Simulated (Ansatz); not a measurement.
**Sensitivity of the G0W0 gap of WS2 (Tungstenite)**

Aim: change settings of a G0W0 run on WS2 (Tungstenite) and see what moves.

Calculated with Ansatz 0.2.0; G0W0 on PBE, plane waves, PAW.

### Step 1. Starting point

It takes space group P6_3/mmc (No. 194, hexagonal). The conventional cell has a = 3.153 Å, b = 3.153 Å, c = 12.323 Å, α = 90.00°, β = 90.00°, γ = 120.00°. Nearest to W lie 6 S at 2.40 Å. S has 3 W at 2.40 Å nearest. Farther neighbours and most contacts between anions are not listed.

The cell and positions come from the Crystallography Open Database and are kept as given unless a step says otherwise. Spin-orbit coupling is left out unless a step names it. The default PAW set here is soft_2. Its files were made with PBE.

### Step 2. The base run: 6×6×2 mesh, 316 empty bands, screening to 120 eV

Now the one-shot GW correction: screening in the RPA, then the self-energy of the levels asked for.

Input file input.yaml:

```yaml
crystal:
  lattice:
    - [3.1532, 0.0, 0.0]
    - [-1.5766, 2.7307513032, 0.0]
    - [0.0, 0.0, 12.323]
  atoms:
    - { symbol: W, position: [0.3333333333, 0.6666666667, 0.25] }
    - { symbol: W, position: [0.6666666667, 0.3333333333, 0.75] }
    - { symbol: S, position: [0.3333333333, 0.6666666667, 0.6225] }
    - { symbol: S, position: [0.6666666667, 0.3333333333, 0.1225] }
    - { symbol: S, position: [0.3333333333, 0.6666666667, 0.8775] }
    - { symbol: S, position: [0.6666666667, 0.3333333333, 0.3775] }
kpoints:
  mp_grid: { grid: [6, 6, 2] }
hamiltonian:
  xc: pbe
scf:
  occupations: { method: fixed }
gw:
  n_empty_bands: 316
  ecut_chi: 120
  qp_bands: [v2, c2]
  qp_kpoints: band_edges
  screening: { model: contour_deformation }
```

Started as:

```bash
$ ansatz run input.yaml --threads 2 --pin off --max-ram 92160MiB --backend cuda --events-out ev --progress --plain --runs-dir out --devices 1 --max-vram 13GiB  # rebuilt from the run's record
```

Numbers of over 12 decimals in the logs are rounded to 6 here.

Log:

```text
GPUs: using 1 of 1 available (devices: 1).
Engine: ansatz 0.2.0, x86_64-unknown-linux-gnu
Pseudopotentials: kind: paw
Pseudopotential: W, paw, valence charge 14, recommended cutoff 420 eV (normal), W.paw.azcp
Pseudopotential: S, paw, valence charge 6, recommended cutoff 420 eV (normal), S.paw.azcp
Functional definition: PBE
  parameter kappa = 0.804
  parameter beta = 0.066725
  exchange = pbe_x(kappa = kappa, mu = beta*pi^2/3)
  correlation = pbe_c(beta = beta)
device memory: the entry about to start is reckoned to put 1.1 GiB on a device that reports 37.4 GiB free (of which the cap on the GPU budget leaves the run 13.0 GiB)
GPU FFT provider: cuFFT
GPU libraries: cuBLAS 13.8.2, cuFFT 12.4.0, cuSOLVER 12.3.4
Crystal: 6 atoms, lattice volume = 106.108 Å³
Basis set: ecut = 420 eV, 2057 PW (Γ)
Bands: 32, of which v1, the nominal top of the filled ones, is band 26 counted from 1 (25 counted from 0)
Symmetry: 24 space group operations
Space group: P63/mmc (ITA 194), of the structure as read, at distance tolerance 4.7e-5 Å
k-points: 14 of 72
Non-local potential: W, projectors of the file, l = 0: 3, l = 1: 2, l = 2: 2, l = 3: 1
Non-local potential: S, projectors of the file, l = 0: 2, l = 1: 2, l = 2: 2
PAW form: soft (Blöchl's): semilocal exchange-correlation on the pseudo side does not see the compensation charge
PAW one-centre angular grid: W, 590 points (default); XC on 64 Gauss nodes
PAW one-centre angular grid: S, 110 points (default); XC on 64 Gauss nodes
Initial density: superposition of atomic densities (neutral atoms: chi_scale 0, normalization atom), corrected by the library's trained network
Initial wavefunctions: pseudopotential atomic-orbital guess
GPU buffer pool allocated for 51840 grid points (all kernels)
GPU transforms: local potential and band sums: pruned to the plane-wave sphere, on 24×24×90
Functional: x = pbe(κ = 0.804, μ = 0.219515), c = pbe(β = 0.066725)
SCF iter   1: F=—  HF=-24382.730793 eV  |F-HF|=—  |Δ(HF+E_count)|=         —  Δρ=5.24e-3  dr2=1.40e-2  ethr=1.77e-3  ⟨swp⟩=5.0  Hψ=1824  notcnv=0  defer=34
preconditioner: auto → Resta (q_TF=auto, 2.423 Å⁻¹)  ε∞=7.5  [insulator: Δε(μ)=0.973 eV  Ē_g=8.457 eV  n_scr=26 (ndim 8)  ℏωp=21.6 eV  f_vac=0.016  ε∞_Penn≈7.5]
SCF iter   2: F=—  HF=-24382.735470 eV  |F-HF|=—  |Δ(HF+E_count)|=   4.68e-3  Δρ=2.84e-3  dr2=2.39e-3  ethr=2.69e-5  ⟨swp⟩=2.1  Hψ=765  notcnv=0  defer=54
SCF iter   3: F=—  HF=-24382.739376 eV  |F-HF|=—  |Δ(HF+E_count)|=   3.91e-3  Δρ=1.10e-3  dr2=4.28e-4  ethr=4.59e-6  ⟨swp⟩=2.0  Hψ=668  notcnv=0  defer=54
SCF iter   4: F=—  HF=-24382.740069 eV  |F-HF|=—  |Δ(HF+E_count)|=   6.93e-4  Δρ=7.30e-5  dr2=8.85e-6  ethr=8.23e-7  ⟨swp⟩=2.0  Hψ=707  notcnv=0  defer=54
[...]
E_xc         = -925.296252
  E_vxc        = -831.408121  (∫ρ·V_xc dr)
  E_paw        = -19526.370332  (= ΣΔE_a)
  E_vpaw       = -270.301021  (= ΣTr[D̂ρ^β])
  E_aug_tail   = -0.000124  (compensation charges beyond the density's cutoff)
  E_ewald      = -3274.764942
  E_smearing   = -0.000000  (= −TS)
  E_closure    = 0.000000  (closes the sum)
  Σ components = -24382.740073   (vs F -24382.740073, Δ=0.00e0)
--- Band table (eV; the first three rows and the last of 14) ---
  k-point 0: bands = [... 22 lower, 9.5825, 10.2596, 10.5463, 11.7724, 14.0831, 14.0831, 14.0936, 14.0936, ... 2 higher]
  k-point 1: bands = [... 22 lower, 9.5557, 9.5557, 11.4543, 11.4543, 14.0758, 14.0758, 14.0758, 14.0758, ... 2 higher]
  k-point 2: bands = [... 22 lower, 9.4496, 10.3110, 10.5109, 10.9318, 13.3421, 13.7797, 13.9391, 14.0159, ... 2 higher]
  k-point 13: bands = [... 22 lower, 8.6637, 8.6637, 11.1204, 11.1204, 13.0734, 13.0734, 14.3557, 14.3557, ... 2 higher]
--- G₀W₀: contour deformation, 7 samples at zero and on the imaginary axis and 1 off it, 72 q-points, 316 empty bands' worth ---
  eigenvalues of the whole cell's RPA ε∞ on this k-mesh (on a slab, of 1 + 4πα/V) = 5.9222, 13.9786, 13.9786; static W/v taken at q = 0 is 0.074737
  bands read: the sum over 342 bands ends inside a degenerate multiplet in 1 slot, whose members it reads at an even weight; the widest, k=1: bands 341 to 344 (counted from 1) at 2/4 each
  gw.qp_kpoints: band_edges: 10 of 14 stored k-points solved, in 1 pass; an edge of the gap read off the rows below is read off those points alone
    valence top: of the k-points left out ik 6 came nearest to being solved in a further pass, in band 26 (counted from 1, as in the quasiparticle table): it holds the edge there only if its correction is more favourable than any solved in that band by at least 1.526 eV; those differ by 0.079 eV
    conduction bottom: of the k-points left out ik 4 came nearest to being solved in a further pass, in band 27 (counted from 1, as in the quasiparticle table): it holds the edge there only if its correction is more favourable than any solved in that band by at least 0.685 eV; those differ by 0.166 eV
    ik  band        ε_KS         Σx   Σc(E_QP)       V_xc       Z   E_QP_lin       E_QP  E_QP is
     0    25     10.5463   -18.2760     1.0484   -16.9847  0.7516    10.3023    10.3033  root
     0    26     11.7724   -19.4998     0.5300   -18.8127  0.7572    11.6151    11.6154  root
     0    27     14.0831   -13.7635    -4.2710   -18.4151  0.7581    14.4662    14.4638  root
     0    28     14.0831   -13.7635    -4.2710   -18.4151  0.7581    14.4662    14.4638  root
     1    25     11.4543   -19.2051     0.7940   -18.2106  0.7575    11.2533    11.2538  root
     1    26     11.4543   -19.2051     0.7940   -18.2106  0.7575    11.2533    11.2538  root
     1    27     14.0758   -13.7199    -4.2469   -18.3391  0.7575    14.4504    14.4481  root
     1    28     14.0758   -13.7199    -4.2469   -18.3391  0.7575    14.4504    14.4481  root
[...]
13    25     11.1204   -18.8566     0.5845   -18.0821  0.7601    10.9300    10.9304  root
    13    26     11.1204   -18.8566     0.5845   -18.0821  0.7601    10.9300    10.9304  root
    13    27     13.0734   -15.7503    -3.8683   -19.9259  0.7584    13.3820    13.3808  root
    13    28     13.0734   -15.7503    -3.8683   -19.9259  0.7584    13.3820    13.3808  root
[key lines of the parts left out:]
SCF converged after 6 iterations
Free energy (F): -24382.740073 eV
Fermi energy:    11.772355 eV
```

The job ended after 15 s (1 × NVIDIA H100 80GB HBM3 (shared by 6 runs) with 2 threads of AMD EPYC 7R13 (Zen 3), shared host; peak memory 1.5 GiB; 21 s of CPU time).

This step gave:

```
bands summed                                 : 342
RPA ε∞ on this mesh (eigenvalues)            : 5.922, 13.98, 13.98
plane waves in the screening matrix          : 317
q-points in the mesh                         : 72
G0W0 gap on the mesh                         : 1.349 eV
k of the valence top                         : 0, 0, 0
k of the conduction bottom                   : 0.1667, 0.1667, 0
starting gap on the mesh                     : 0.9775 eV
Z at the valence top                         : 0.7572
Z at the conduction bottom                   : 0.7683
least direct G0W0 gap on the computed points : 2.318 eV
```

The gap on the mesh goes from 0.98 eV to 1.35 eV, a correction of +0.37 eV. Between the two edge states, bare exchange in place of the xc potential would open the gap by 4.62 eV, and correlation takes back 4.25 eV.

### Step 3. Variant: all filled levels at the zone centre

input.yaml: that of step 2 with these lines changed.

```diff
@@ -19,6 +19,6 @@
 gw:
-  n_empty_bands: 316
-  ecut_chi: 120
-  qp_bands: [v2, c2]
-  qp_kpoints: band_edges
+  n_empty_bands: 240
+  ecut_chi: 100
+  qp_bands: [lowest, c2]
+  qp_kpoints: [[0, 0, 0]]
   screening: { model: contour_deformation }
```

Log:

```text
GPUs: using 1 of 1 available (devices: 1).
[...]
GPU FFT provider: cuFFT
GPU libraries: cuBLAS 13.8.2, cuFFT 12.4.0, cuSOLVER 12.3.4
Crystal: 6 atoms, lattice volume = 106.108 Å³
Basis set: ecut = 420 eV, 2057 PW (Γ)
Bands: 32, of which v1, the nominal top of the filled ones, is band 26 counted from 1 (25 counted from 0)
[... 1 set-up line as in the run before ...]
[...]
k-points: 14 of 72
[...]
GPU buffer pool allocated for 51840 grid points (all kernels)
[...]
SCF iter   1: F=—  HF=-24382.730793 eV  |F-HF|=—  |Δ(HF+E_count)|=         —  Δρ=5.24e-3  dr2=1.40e-2  ethr=1.77e-3  ⟨swp⟩=5.0  Hψ=1824  notcnv=0  defer=34
[...]
SCF iter   6: F=-24382.740073 eV  HF=-24382.740073 eV  |F-HF|=3.11e-8  |Δ(HF+E_count)|=   2.32e-7  Δρ=5.46e-6  dr2=4.66e-8  ethr=1.92e-10  ⟨swp⟩=6.0  Hψ=1449  notcnv=0
SCF 1 converged in 6 iterations: F = -24382.740073 eV  dr2 = 4.66e-8
[...]
NSCF: frozen V_eff on 14 k-points, pencils in batches of 32, up to order 128
[...]
NSCF: frozen V_eff on 14 k-points
G₀W₀ screening: q 1/14
[... further progress lines ...]
SCF converged after 6 iterations
Free energy (F): -24382.740073 eV
[...]
Internal energy: -24382.740073 eV  (E = F + TS)
E sigma→0 (E₀):  -24382.740073 eV
Fermi energy:    11.772355 eV
[...]
--- Band table (eV; the first three rows and the last of 14) ---
  k-point 0: bands = [... 22 lower, 9.5825, 10.2596, 10.5463, 11.7724, 14.0831, 14.0831, 14.0936, 14.0936, ... 2 higher]
  k-point 1: bands = [... 22 lower, 9.5557, 9.5557, 11.4543, 11.4543, 14.0758, 14.0758, 14.0758, 14.0758, ... 2 higher]
  k-point 2: bands = [... 22 lower, 9.4496, 10.3110, 10.5109, 10.9318, 13.3421, 13.7797, 13.9391, 14.0159, ... 2 higher]
  k-point 13: bands = [... 22 lower, 8.6637, 8.6637, 11.1204, 11.1204, 13.0734, 13.0734, 14.3557, 14.3557, ... 2 higher]
[...]
`?` marks the rows in doubt; gw_qp.tsv's column doubts and the gw_qp event give each row's grounds
[...]
0     1    -62.7608   -53.9365    15.5065   -37.8608  0.5358   -63.3494   -63.3301  root ?
     0     2    -62.7608   -53.9365    15.5065   -37.8608  0.5358   -63.3494   -63.3301  root ?
     0     3    -27.0670   -42.0948     9.7300   -31.5471  0.6513   -27.9136   -27.8846  root
     0     4    -27.0669   -42.0953     9.7311   -31.5475  0.6510   -27.9122   -27.8836  root
     0     5    -26.8803   -42.2322     9.5096   -31.9579  0.6394   -27.6677   -27.6449  root
     0     6    -26.8803   -42.2322     9.5096   -31.9579  0.6394   -27.6677   -27.6449  root
     0     7    -26.8803   -42.2322     9.5096   -31.9579  0.6394   -27.6677   -27.6449  root
     0     8    -26.8803   -42.2322     9.5096   -31.9579  0.6394   -27.6677   -27.6449  root
     0     9     -3.8694   -24.1480     8.2444   -15.7640  0.6285    -4.0106    -4.0090  root
     0    10     -3.6382   -24.2525     8.0885   -16.0035  0.6479    -3.8006    -3.7986  root
[...]
0    25     10.5463   -18.2760     1.1281   -16.9847  0.7527    10.3826    10.3830  root
     0    26     11.7724   -19.4998     0.6278   -18.8127  0.7585    11.7131    11.7131  root
     0    27     14.0831   -13.7635    -4.1776   -18.4151  0.7590    14.5610    14.5572  root
     0    28     14.0831   -13.7635    -4.1776   -18.4151  0.7590    14.5610    14.5572  root
```

It took 21 s on 1 × NVIDIA H100 80GB HBM3 (shared by 6 runs) with 2 threads; peak memory 1.3 GiB; 19 s of CPU time.

Absolute levels on the run's own zero. QP, by row:

| k index | band | KS (eV) | Sigma_x (eV) | Sigma_c (eV) | Vxc (eV) | Z | QP linearised (eV) | QP (eV) | source | doubts |
| --- | --- | --- | --- | --- | --- | --- | --- | --- | --- | --- |
| 0 | 1 | -62.76 | -53.94 | 15.51 | -37.86 | 0.5358 | -63.35 | -63.33 | root | z_under_floor |
| 0 | 2 | -62.76 | -53.94 | 15.51 | -37.86 | 0.5358 | -63.35 | -63.33 | root | z_under_floor |
| 0 | 3 | -27.07 | -42.09 | 9.73 | -31.55 | 0.6513 | -27.91 | -27.88 | root |  |
| 0 | 4 | -27.07 | -42.1 | 9.731 | -31.55 | 0.651 | -27.91 | -27.88 | root |  |
| 0 | 5 | -26.88 | -42.23 | 9.51 | -31.96 | 0.6394 | -27.67 | -27.64 | root |  |
| 0 | 6 | -26.88 | -42.23 | 9.51 | -31.96 | 0.6394 | -27.67 | -27.64 | root |  |
| 0 | 7 | -26.88 | -42.23 | 9.51 | -31.96 | 0.6394 | -27.67 | -27.64 | root |  |
| 0 | 8 | -26.88 | -42.23 | 9.51 | -31.96 | 0.6394 | -27.67 | -27.64 | root |  |
| 0 | 9 | -3.869 | -24.15 | 8.244 | -15.76 | 0.6285 | -4.011 | -4.009 | root |  |
| 0 | 10 | -3.638 | -24.25 | 8.088 | -16 | 0.6479 | -3.801 | -3.799 | root |  |
| 0 | 11 | -2.325 | -24.29 | 7.641 | -16.37 | 0.6764 | -2.606 | -2.603 | root |  |
| 0 | 12 | -1.886 | -24.65 | 7.429 | -16.96 | 0.6824 | -2.147 | -2.144 | root |  |
| 0 | 13 | 4.128 | -19.1 | 4.868 | -14 | 0.6701 | 3.902 | 3.901 | root |  |
| 0 | 14 | 5.182 | -19.68 | 4.268 | -15.21 | 0.702 | 4.98 | 4.981 | root |  |
| 0 | 15 | 7.923 | -17.67 | 3.172 | -14.05 | 0.7121 | 7.467 | 7.473 | root |  |
| 0 | 16 | 8.291 | -20.42 | 2.601 | -17.64 | 0.7222 | 8.115 | 8.116 | root |  |
| 0 | 17 | 8.291 | -20.42 | 2.601 | -17.64 | 0.7222 | 8.115 | 8.116 | root |  |
| 0 | 18 | 8.306 | -20.42 | 2.583 | -17.66 | 0.7222 | 8.132 | 8.132 | root |  |
| 0 | 19 | 8.306 | -20.42 | 2.583 | -17.66 | 0.7222 | 8.132 | 8.132 | root |  |
| 0 | 20 | 9.529 | -20.26 | 1.812 | -18.28 | 0.7541 | 9.359 | 9.36 | root |  |
| 0 | 21 | 9.529 | -20.26 | 1.812 | -18.28 | 0.7541 | 9.359 | 9.36 | root |  |
| 0 | 22 | 9.582 | -20.31 | 1.768 | -18.38 | 0.7549 | 9.421 | 9.422 | root |  |
| 0 | 23 | 9.582 | -20.31 | 1.768 | -18.38 | 0.7549 | 9.421 | 9.422 | root |  |
| 0 | 24 | 10.26 | -18.79 | 2.228 | -16.24 | 0.7567 | 9.934 | 9.936 | root |  |
| 0 | 25 | 10.55 | -18.28 | 1.128 | -16.98 | 0.7527 | 10.38 | 10.38 | root |  |
| 0 | 26 | 11.77 | -19.5 | 0.6278 | -18.81 | 0.7585 | 11.71 | 11.71 | root |  |
| 0 | 27 | 14.08 | -13.76 | -4.178 | -18.42 | 0.759 | 14.56 | 14.56 | root |  |
| 0 | 28 | 14.08 | -13.76 | -4.178 | -18.42 | 0.759 | 14.56 | 14.56 | root |  |

Against the base:

| setting | base | variant |
| --- | --- | --- |
| empty bands | 316 | 240 |
| screening cutoff (eV) | 120 | 100 |
| levels asked | v2 to c2 | lowest to c2 |
| points asked | band edges | [[0, 0, 0]] |

### Step 4. Variant: coarser q mesh

input.yaml: that of step 3 with these lines changed.

```diff
@@ -21,4 +21,5 @@
   ecut_chi: 100
-  qp_bands: [lowest, c2]
-  qp_kpoints: [[0, 0, 0]]
+  qp_bands: [v2, c2]
+  qp_kpoints: band_edges
   screening: { model: contour_deformation }
+  q_mesh: [3, 3, 1]
```

Log:

```text
GPUs: using 1 of 1 available (devices: 1).
[...]
GPU FFT provider: cuFFT
GPU libraries: cuBLAS 13.8.2, cuFFT 12.4.0, cuSOLVER 12.3.4
Crystal: 6 atoms, lattice volume = 106.108 Å³
Basis set: ecut = 420 eV, 2057 PW (Γ)
Bands: 32, of which v1, the nominal top of the filled ones, is band 26 counted from 1 (25 counted from 0)
[... 1 set-up line as in the run before ...]
[...]
k-points: 14 of 72
[...]
GPU buffer pool allocated for 51840 grid points (all kernels)
[...]
SCF iter   1: F=—  HF=-24382.730793 eV  |F-HF|=—  |Δ(HF+E_count)|=         —  Δρ=5.24e-3  dr2=1.40e-2  ethr=1.77e-3  ⟨swp⟩=5.0  Hψ=1824  notcnv=0  defer=34
[...]
SCF iter   6: F=-24382.740073 eV  HF=-24382.740073 eV  |F-HF|=3.11e-8  |Δ(HF+E_count)|=   2.32e-7  Δρ=5.46e-6  dr2=4.66e-8  ethr=1.92e-10  ⟨swp⟩=6.0  Hψ=1449  notcnv=0
SCF 1 converged in 6 iterations: F = -24382.740073 eV  dr2 = 4.66e-8
[...]
G₀W₀ screening: q 1/3
[... further progress lines ...]
SCF converged after 6 iterations
Free energy (F): -24382.740073 eV
[...]
Internal energy: -24382.740073 eV  (E = F + TS)
E sigma→0 (E₀):  -24382.740073 eV
Fermi energy:    11.772355 eV
[...]
--- Band table (eV; the first three rows and the last of 14) ---
  k-point 0: bands = [... 22 lower, 9.5825, 10.2596, 10.5463, 11.7724, 14.0831, 14.0831, 14.0936, 14.0936, ... 2 higher]
  k-point 1: bands = [... 22 lower, 9.5557, 9.5557, 11.4543, 11.4543, 14.0758, 14.0758, 14.0758, 14.0758, ... 2 higher]
  k-point 2: bands = [... 22 lower, 9.4496, 10.3110, 10.5109, 10.9318, 13.3421, 13.7797, 13.9391, 14.0159, ... 2 higher]
  k-point 13: bands = [... 22 lower, 8.6637, 8.6637, 11.1204, 11.1204, 13.0734, 13.0734, 14.3557, 14.3557, ... 2 higher]
[...]
0    25     10.5463   -18.3479     1.1889   -16.9847  0.7466    10.3714    10.3720  root
     0    26     11.7724   -19.7638     0.8849   -18.8127  0.7523    11.7061    11.7062  root
     0    27     14.0831   -13.5527    -4.3749   -18.4151  0.7535    14.5755    14.5707  root
     0    28     14.0831   -13.5527    -4.3749   -18.4151  0.7535    14.5755    14.5707  root
     1    25     11.4543   -19.4533     1.1292   -18.2106  0.7527    11.3406    11.3409  root
     1    26     11.4543   -19.4533     1.1292   -18.2106  0.7527    11.3406    11.3409  root
     1    27     14.0758   -13.5002    -4.3583   -18.3391  0.7530    14.5609    14.5563  root
     1    28     14.0758   -13.5002    -4.3583   -18.3391  0.7530    14.5609    14.5563  root
[...]
13    25     11.1204   -19.4774     1.2264   -18.0821  0.7523    10.9510    10.9515  root
    13    26     11.1204   -19.4774     1.2264   -18.0821  0.7523    10.9510    10.9515  root
    13    27     13.0734   -15.0716    -4.4166   -19.9259  0.7478    13.5149    13.5111  root
    13    28     13.0734   -15.0716    -4.4166   -19.9259  0.7478    13.5149    13.5111  root
```

Wall time 11 s (1 × NVIDIA H100 80GB HBM3 (shared by 6 runs) with 2 threads); peak memory 1.2 GiB.

Against the base:

| setting | base | variant |
| --- | --- | --- |
| empty bands | 316 | 240 |
| screening cutoff (eV) | 120 | 100 |
| q mesh | - | [3, 3, 1] |

| quantity | variant | base |
| --- | --- | --- |
| starting gap on the mesh | 0.977 | 0.977 |
| G0W0 gap on the mesh | 1.348 | 1.349 |
| least direct G0W0 gap on the computed points | 2.429 | 2.318 |
| Z at the valence top | 0.752 | 0.757 |
| Z at the conduction bottom | 0.762 | 0.768 |

### Step 5. Outcome

```yaml
base: 1.35 eV, 15 s
all_filled_levels_at_the_zone_centre: direct gap at the listed points 2.84 eV, 21 s
coarser_q_mesh: 1.35 eV, 11 s
```

In words: All filled levels at the zone centre: only the listed points were computed; the least direct gap there is 2.84 eV, with empty bands, screening cutoff, levels asked and points asked changed against the base. Coarser q mesh: the gap moves by −0.001 eV; such settings are too crude to quote. The variant differs from the base in empty bands, screening cutoff and q mesh together, so the change can't be laid to one of them. All runs here use a coarse mesh and modest cutoffs; they test settings and are not final values. The 6×6×2 mesh is coarse for this cell (its supercell is 19 Å along the shortest edge). The RPA ε∞ on it, from the PBE start, is 5.92 and 13.98; such meshes misread the long-range screening, most where the gap is narrow. The many-body steps are scalar-relativistic: spin-orbit coupling is not in them.

[Paths, hosts, dates, memory and timing lines, banners, echoed tables and standing remarks are left out of the program output.]

[Logs are printed without paths, hosts, clocks, repeated set-up lines and the standing remarks that a program may print on its own settings, such as how far it seeks lower states.]

[Runs of the session that timed out or met a known fault of the program may be left out.]

[Cells called generated may have been cut or substituted from an entry of the Crystallography Open Database or the Materials Project.]

[Hosts, paths, dates, database ids (printed as entryN), source tags and the programs' standing remarks are cut or masked in the printed files.]
